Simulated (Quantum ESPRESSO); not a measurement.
# Rb (Im-3m): from the cell to the phonon bands, part 2 of 3

How does Rb (Im-3m) vibrate, and is this structure a minimum?

Quantum ESPRESSO 7.5; DFT LDA, scalar-relativistic, plane waves, PseudoDojo norm-conserving pseudopotentials.

So far. Step 2 (A probe with smearing): No gap opens on this mesh, so smearing is kept; the start stands at -0.28 GPa. Step 4 (Ground state): The cell stands at -0.004 GPa, close enough for phonons. The relaxed cell has a = 5.374 Å (conventional setting).

The database entry behind the starting cell lists a temperature near 78 K, so it need not match the best structure at ambient conditions.

**5. Linear response on the mesh**

Linear response treats each wavevector in the unit cell, with no supercell; the 4×4×4 mesh fixes the range of the force constants to be had.

ph.in

```
phonons
&INPUTPH
  prefix       = 'x'
  outdir       = './tmp'
  fildyn       = 'x.dyn'
  tr2_ph       = 1.0d-18
  alpha_mix(1) = 0.4
  nmix_ph      = 8
  ldisp        = .true.
  nq1          = 4
  nq2          = 4
  nq3          = 4
/
```

On the command line:

```
> OMP_NUM_THREADS=1 mpirun -n 4 ph.x -nk 4 -in ph.in > ph.out
```

What it wrote:

```text
[banners, grids, parts of the stress and lines that vanish by symmetry left out]
[banner, memory and clock lines left out]
Program PHONON v.7.5

     ./tmp/x.save/

     IMPORTANT: XC functional enforced from input :
     Exchange-correlation= PW
                           (   1   4   0   0   0   0   0)
     Any further DFT definition will be discarded
     Please, verify this is what you really want

     G-vector sticks info

     Reading collected, re-writing distributed wavefunctions in ./tmp/

     Dynamical matrices for ( 4, 4, 4)  uniform grid of q-points
     (   8 q-points):
       N         xq(1)         xq(2)         xq(3)
       1   0.000000000   0.000000000   0.000000000
       2   0.000000000  -0.250000000   0.250000000
       3   0.000000000   0.500000000  -0.500000000
       4  -0.250000000   0.750000000  -0.500000000
[...]
Number and degeneracy of irreps per q-point
       N         xq(1)         xq(2)         xq(3)   N irreps
       1   0.000000000   0.000000000   0.000000000       1
        3
       2   0.000000000  -0.250000000   0.250000000       3
     No degeneracy
       3   0.000000000   0.500000000  -0.500000000       3
     No degeneracy
       4  -0.250000000   0.750000000  -0.500000000       3
     No degeneracy
       5   0.000000000   0.000000000   0.500000000       2
        1   2
       6   0.000000000   0.750000000  -0.250000000       3
     No degeneracy
       7   0.500000000  -0.500000000   0.500000000       1
        3
       8   0.000000000   0.000000000  -1.000000000       1
        3

     Calculation of q =    0.0000000   0.0000000   0.0000000

     phonons

     bravais-lattice index     =            3
     lattice parameter (alat)  =      10.1555  a.u.
     unit-cell volume          =     523.6879 (a.u.)^3
     number of atoms/cell      =            1
     number of atomic types    =            1
     kinetic-energy cut-off    =      46.0000  Ry
     charge density cut-off    =     184.0000  Ry
     convergence threshold     =      1.0E-18
     beta                      =       0.4000
     number of iterations used =            8
     Exchange-correlation= PW
                           (   1   4   0   0   0   0   0)

     celldm(1)=   10.15549  celldm(2)=    0.00000  celldm(3)=    0.00000
     celldm(4)=    0.00000  celldm(5)=    0.00000  celldm(6)=    0.00000

     crystal axes: (cart. coord. in units of alat)
               a(1) = (  0.5000  0.5000  0.5000 )
               a(2) = ( -0.5000  0.5000  0.5000 )
               a(3) = ( -0.5000 -0.5000  0.5000 )

     reciprocal axes: (cart. coord. in units 2 pi/alat)
               b(1) = (  1.0000  0.0000  1.0000 )
               b(2) = ( -1.0000  1.0000  0.0000 )
               b(3) = (  0.0000 -1.0000  1.0000 )

     Atoms inside the unit cell:

     Cartesian axes

     site n.  atom      mass           positions (alat units)
        1  Rb     85.4678   tau(    1) = (    0.00000    0.00000    0.00000  )

     Computing dynamical matrix for
                    q = (   0.0000000   0.0000000   0.0000000 )

     49 Sym.Ops. (with q -> -q+G )

     G cutoff =  480.6841  (  21913 G-vectors)     FFT grid: ( 40, 40, 40)

     number of k points=    72  Marzari-Vanderbilt smearing, width (Ry)=  0.0200

     PseudoPot. # 1 for Rb read from file:
     ./pseudo/Rb.upf
     Pseudo is Norm-conserving + core correction, Zval =  9.0

     Mode symmetry, O_h (m-3m)  point group:

     Atomic displacements:
     There are    1 irreducible representations

     Representation     1      3 modes -  To be done

     Alpha used in Ewald sum =   1.9000

     Representation #   1 modes #   1   2   3

     Self-consistent Calculation
      iter #   1   av.it.:   5.6
      thresh= 1.000E-02 alpha_mix =  0.400 |ddv_scf|^2 =  3.338E-07
      iter #   2   av.it.:   9.1
      thresh= 5.778E-05 alpha_mix =  0.400 |ddv_scf|^2 =  2.555E-08
      iter #   3   av.it.:   9.4
      thresh= 1.599E-05 alpha_mix =  0.400 |ddv_scf|^2 =  6.929E-10
      iter #   4   av.it.:  10.0
      thresh= 2.632E-06 alpha_mix =  0.400 |ddv_scf|^2 =  1.157E-12
[...]
End of self-consistent calculation

     Convergence has been achieved

     Number of q in the star =    1
     List of q in the star:
[...]
Diagonalizing the dynamical matrix

     q = (    0.000000000   0.000000000   0.000000000 )

 **************************************************************************
     freq (    1) =       0.005137 [THz] =       0.171354 [cm-1]
     freq (    2) =       0.005137 [THz] =       0.171354 [cm-1]
     freq (    3) =       0.005137 [THz] =       0.171354 [cm-1]
 **************************************************************************

     Mode symmetry, O_h (m-3m)  point group:

     freq (   1-   3) =          0.2  [cm-1]   --> T_1u G_15  G_4- I

     Calculation of q =    0.0000000  -0.2500000   0.2500000
     [... set-up and bands at k+q left out ...]

     Mode symmetry, C_2v (mm2)  point group:

     Atomic displacements:
     There are    3 irreducible representations

     Representation     1      1 modes -  To be done

     Representation     2      1 modes -  To be done

     Representation     3      1 modes -  To be done

     Message from routine init_vloc:
     Interpolation table for Vloc re-allocated

     Alpha used in Ewald sum =   1.9000

     Representation #   1 mode #   1

     Self-consistent Calculation

[...]
[... iterations left out ...]
[...]
End of self-consistent calculation

     Convergence has been achieved

     Representation #   2 mode #   2

     Self-consistent Calculation

[...]
[... iterations left out ...]
[...]
End of self-consistent calculation

     Convergence has been achieved

     Representation #   3 mode #   3

     Self-consistent Calculation

[...]
[... iterations left out ...]
[...]
End of self-consistent calculation

     Convergence has been achieved

     Number of q in the star =   12
     List of q in the star:
[...]
Diagonalizing the dynamical matrix

     q = (    0.000000000  -0.250000000   0.250000000 )

 **************************************************************************
     freq (    1) =       0.203437 [THz] =       6.785934 [cm-1]
     freq (    2) =       0.675848 [THz] =      22.543877 [cm-1]
     freq (    3) =       1.106079 [THz] =      36.894821 [cm-1]
 **************************************************************************

     Mode symmetry, C_2v (mm2)  point group:

     freq (   1-   1) =          6.8  [cm-1]   --> B_1  D_3  S_3
     freq (   2-   2) =         22.5  [cm-1]   --> B_2  D_4  S_4
     freq (   3-   3) =         36.9  [cm-1]   --> A_1  D_1  S_1

     Calculation of q =    0.0000000   0.5000000  -0.5000000
     [... set-up and bands at k+q left out ...]

     Mode symmetry, D_2h (mmm)  point group:

     Atomic displacements:
     There are    3 irreducible representations

[...]
Alpha used in Ewald sum =   1.9000

     Representation #   1 mode #   1

[...]
[... iterations left out ...]
[...]
Convergence has been achieved

[...]
Convergence has been achieved

[...]
Convergence has been achieved

     Number of q in the star =    6
     List of q in the star:
[...]
Diagonalizing the dynamical matrix

     q = (    0.000000000   0.500000000  -0.500000000 )

[...]
freq (    1) =       0.277834 [THz] =       9.267545 [cm-1]
     freq (    2) =       0.961667 [THz] =      32.077755 [cm-1]
     freq (    3) =       1.606373 [THz] =      53.582839 [cm-1]
[...]
Mode symmetry, D_2h (mmm)  point group:

     freq (   1-   1) =          9.3  [cm-1]   --> B_2u
     freq (   2-   2) =         32.1  [cm-1]   --> B_1u
     freq (   3-   3) =         53.6  [cm-1]   --> B_3u

     Calculation of q =   -0.2500000   0.7500000  -0.5000000
     [... set-up and bands at k+q left out ...]

     Mode symmetry, C_s (m)     point group:

     Atomic displacements:
     There are    3 irreducible representations

[...]
Alpha used in Ewald sum =   1.9000

[...]
Convergence has been achieved

[...]
Convergence has been achieved

[...]
Convergence has been achieved

     Number of q in the star =   24
     List of q in the star:
[...]
Diagonalizing the dynamical matrix

     q = (   -0.250000000   0.750000000  -0.500000000 )

[...]
freq (    1) =       0.579687 [THz] =      19.336262 [cm-1]
     freq (    2) =       1.096536 [THz] =      36.576508 [cm-1]
     freq (    3) =       1.459036 [THz] =      48.668205 [cm-1]
[...]
Mode symmetry, C_s (m)     point group:

     freq (   1-   1) =         19.3  [cm-1]   --> A'
     freq (   2-   2) =         36.6  [cm-1]   --> A''
     freq (   3-   3) =         48.7  [cm-1]   --> A'

     Calculation of q =    0.0000000   0.0000000   0.5000000
     [... set-up and bands at k+q left out ...]

     Mode symmetry, C_4v (4mm)  point group:

     Atomic displacements:
     There are    2 irreducible representations

[...]
Alpha used in Ewald sum =   1.9000

[...]
Convergence has been achieved

     Representation #   2 modes #   2   3

[...]
Convergence has been achieved

     Number of q in the star =    6
     List of q in the star:
[...]
Diagonalizing the dynamical matrix

     q = (    0.000000000   0.000000000   0.500000000 )

[...]
freq (    1) =       0.985837 [THz] =      32.883969 [cm-1]
     freq (    2) =       0.985837 [THz] =      32.883969 [cm-1]
     freq (    3) =       1.124809 [THz] =      37.519593 [cm-1]
[...]
Mode symmetry, C_4v (4mm)  point group:

     freq (   1-   2) =         32.9  [cm-1]   --> E    G_5 D_5
     freq (   3-   3) =         37.5  [cm-1]   --> A_1  G_1 D_1

     Calculation of q =    0.0000000   0.7500000  -0.2500000
     [... set-up and bands at k+q left out ...]

     Mode symmetry, C_2v (mm2)  point group:

     Atomic displacements:
     There are    3 irreducible representations

[...]
Alpha used in Ewald sum =   1.9000

[...]
Convergence has been achieved

     Representation #   2 mode #   2

[...]
Convergence has been achieved

     Representation #   3 mode #   3

[...]
Convergence has been achieved

     Number of q in the star =   12
     List of q in the star:
[...]
Diagonalizing the dynamical matrix

     q = (    0.000000000   0.750000000  -0.250000000 )

[...]
freq (    1) =       1.012757 [THz] =      33.781921 [cm-1]
     freq (    2) =       1.229684 [THz] =      41.017846 [cm-1]
     freq (    3) =       1.529522 [THz] =      51.019367 [cm-1]
[...]
Mode symmetry, C_2v (mm2)  point group:

     freq (   1-   1) =         33.8  [cm-1]   --> A_1  D_1  S_1
     freq (   2-   2) =         41.0  [cm-1]   --> B_1  D_3  S_3
     freq (   3-   3) =         51.0  [cm-1]   --> B_2  D_4  S_4

     Calculation of q =    0.5000000  -0.5000000   0.5000000
     [... set-up and bands at k+q left out ...]

     Mode symmetry, T_d (-43m)  point group:

     Atomic displacements:
     There are    1 irreducible representations

     Representation     1      3 modes -  To be done

     Alpha used in Ewald sum =   1.9000

     Representation #   1 modes #   1   2   3

     Self-consistent Calculation

[...]
[... iterations left out ...]
[...]
End of self-consistent calculation

     Convergence has been achieved

     Number of q in the star =    2
     List of q in the star:
[...]
2   0.500000000  -0.500000000  -0.500000000

     Diagonalizing the dynamical matrix

     q = (    0.500000000  -0.500000000   0.500000000 )

[...]
freq (    1) =       1.185140 [THz] =      39.532013 [cm-1]
     freq (    2) =       1.185140 [THz] =      39.532013 [cm-1]
     freq (    3) =       1.185140 [THz] =      39.532013 [cm-1]
[...]
Mode symmetry, T_d (-43m)  point group:

     freq (   1-   3) =         39.5  [cm-1]   --> T_2  G_15 P_4

     Calculation of q =    0.0000000   0.0000000  -1.0000000
     [... set-up and bands at k+q left out ...]

     Mode symmetry, O_h (m-3m)  point group:

     Atomic displacements:
     There are    1 irreducible representations

     Representation     1      3 modes -  To be done

     Alpha used in Ewald sum =   1.9000

     Representation #   1 modes #   1   2   3

     Self-consistent Calculation

      iter #   1   av.it.:   5.7
      thresh= 1.000E-02 alpha_mix =  0.400 |ddv_scf|^2 =  9.890E-07

      [... iterations left out ...]
      iter #   9   av.it.:   9.9
      thresh= 2.760E-10 alpha_mix =  0.400 |ddv_scf|^2 =  1.597E-20

     End of self-consistent calculation

     Convergence has been achieved

     Number of q in the star =    1
     List of q in the star:
          1   0.000000000   0.000000000  -1.000000000

     Diagonalizing the dynamical matrix

     q = (    0.000000000   0.000000000  -1.000000000 )

 **************************************************************************
     freq (    1) =       1.454765 [THz] =      48.525729 [cm-1]
     freq (    2) =       1.454765 [THz] =      48.525729 [cm-1]
     freq (    3) =       1.454765 [THz] =      48.525729 [cm-1]
 **************************************************************************

     Mode symmetry, O_h (m-3m)  point group:

     freq (   1-   3) =         48.5  [cm-1]   --> T_1u G_15  G_4-


[key lines of the parts left out:]
the Fermi energy is     2.4748 ev
```

The job ended after 29 min (4 MPI ranks of Arm Neoverse V1, shared host).

This step gave:

```
largest acoustic frequency at the zone centre before the sum rule  : 0.17 cm⁻¹
lowest mode on the q mesh (acoustic ones at the zone centre apart) : 6.79 cm⁻¹
```

Frequencies (cm⁻¹) at each irreducible wavevector; negative means imaginary. Frequencies by wavevector:

```tsv
q (fractions)	star	mode 1	mode 2	mode 3
0 0 0	1	0.17	0.17	0.17
0 0 0.25	12	6.79	22.54	36.89
0 0 -0.5	6	9.27	32.08	53.58
0 0.25 -0.5	24	19.34	36.58	48.67
0.25 0.25 0.25	6	32.88	32.88	37.52
0.25 0.25 -0.5	12	33.78	41.02	51.02
0.25 -0.25 0.25	2	39.53	39.53	39.53
-0.5 -0.5 -0.5	1	48.53	48.53	48.53
```

The acoustic modes at Γ come out as far as 0.2 cm⁻¹ from zero, where they should vanish, a small numerical error.

**6. Fourier transform to real space**

The dynamical matrices of the mesh are Fourier-transformed to force constants in real space.

q2r.in

```
&INPUT
  fildyn = 'x.dyn'
  zasr   = 'simple'
  flfrc  = 'x.fc'
/
```

On the command line:

```
> q2r.x < q2r.in > q2r.out
```

What it wrote:

```text
[banners, grids, parts of the stress and lines that vanish by symmetry left out]
[banner, memory and clock lines left out]
Program Q2R v.7.5

  reading grid info from file x.dyn0

  reading force constants from file x.dyn1
  Dielectric Tensor not found
  nqs=            1
 q=   0.00000000  0.00000000  0.00000000
  reading force constants from file x.dyn2
  nqs=           12
 q=   0.00000000 -0.25000000  0.25000000
[...]
reading force constants from file x.dyn7
  nqs=            2
[...]
q=   0.50000000 -0.50000000 -0.50000000
  reading force constants from file x.dyn8
  nqs=            1
 q=   0.00000000  0.00000000 -1.00000000

      q-space grid ok, #points =   64

      fft-check success (sum of imaginary terms < 10^-12)
```

The job ended after 0.47 s (1 thread).

**7. Interpolated phonon bands**

From the force constants any wavevector is cheap; points of the mesh come back as solved, but for the sum rule and, in polar crystals, the LO-TO term at Γ; the rest is interpolation.

matdyn.in

```
&INPUT
  asr              = 'simple'
  flfrc            = 'x.fc'
  flfrq            = 'x.freq'
  flvec            = 'x.modes'
  q_in_band_form   = .true.
  q_in_cryst_coord = .true.
/
8
  0.0000000   0.0000000   0.0000000  12  ! GAMMA
  0.5000000   0.5000000  -0.5000000  12  ! H
  0.5000000  -0.0000000  -0.5000000  12  ! N
  0.0000000   0.0000000   0.0000000  12  ! GAMMA
  0.7500000   0.2500000  -0.2500000  12  ! P
  0.5000000   0.5000000  -0.5000000   1  ! H
  0.7500000   0.2500000  -0.2500000  12  ! P
  0.5000000  -0.0000000  -0.5000000   1  ! N
```

On the command line:

```
> matdyn.x -in matdyn.in > matdyn.out
```

What it wrote:

```text
[banner, memory and clock lines left out]
Program MATDYN v.7.5

 mass for atomic type   1 not given; uses mass from file x.fc
     Message from routine matdyn:
     Z* not found in file x.fc, TO-LO splitting at q=0 will be absent!
     Message from routine matdyn:
     Z* not found in file x.fc, TO-LO splitting at q=0 will be absent!

Note: The following floating-point exceptions are signalling: IEEE_UNDERFLOW_FLAG
```

The job ended after 0.46 s (1 thread).

This step gave:

| Property | Result |
| --- | --- |
| lowest frequency on the path | 0 cm⁻¹ |
| mean frequency | 33.6 cm⁻¹ |
| Debye temperature (second moment) | 67 K |
| logarithmic mean frequency | 30.6 cm⁻¹ |

(Continued in part 3 of 3.)

[Host names and launcher messages were left out of these logs when they were recorded.]

[Logs are printed without paths, hosts, clocks, repeated set-up lines and the standing remarks that a program may print on its own settings, such as how far it seeks lower states.]

[Hosts, paths, dates, database ids (printed as entryN), source tags and the programs' standing remarks are cut or masked in the printed files.]
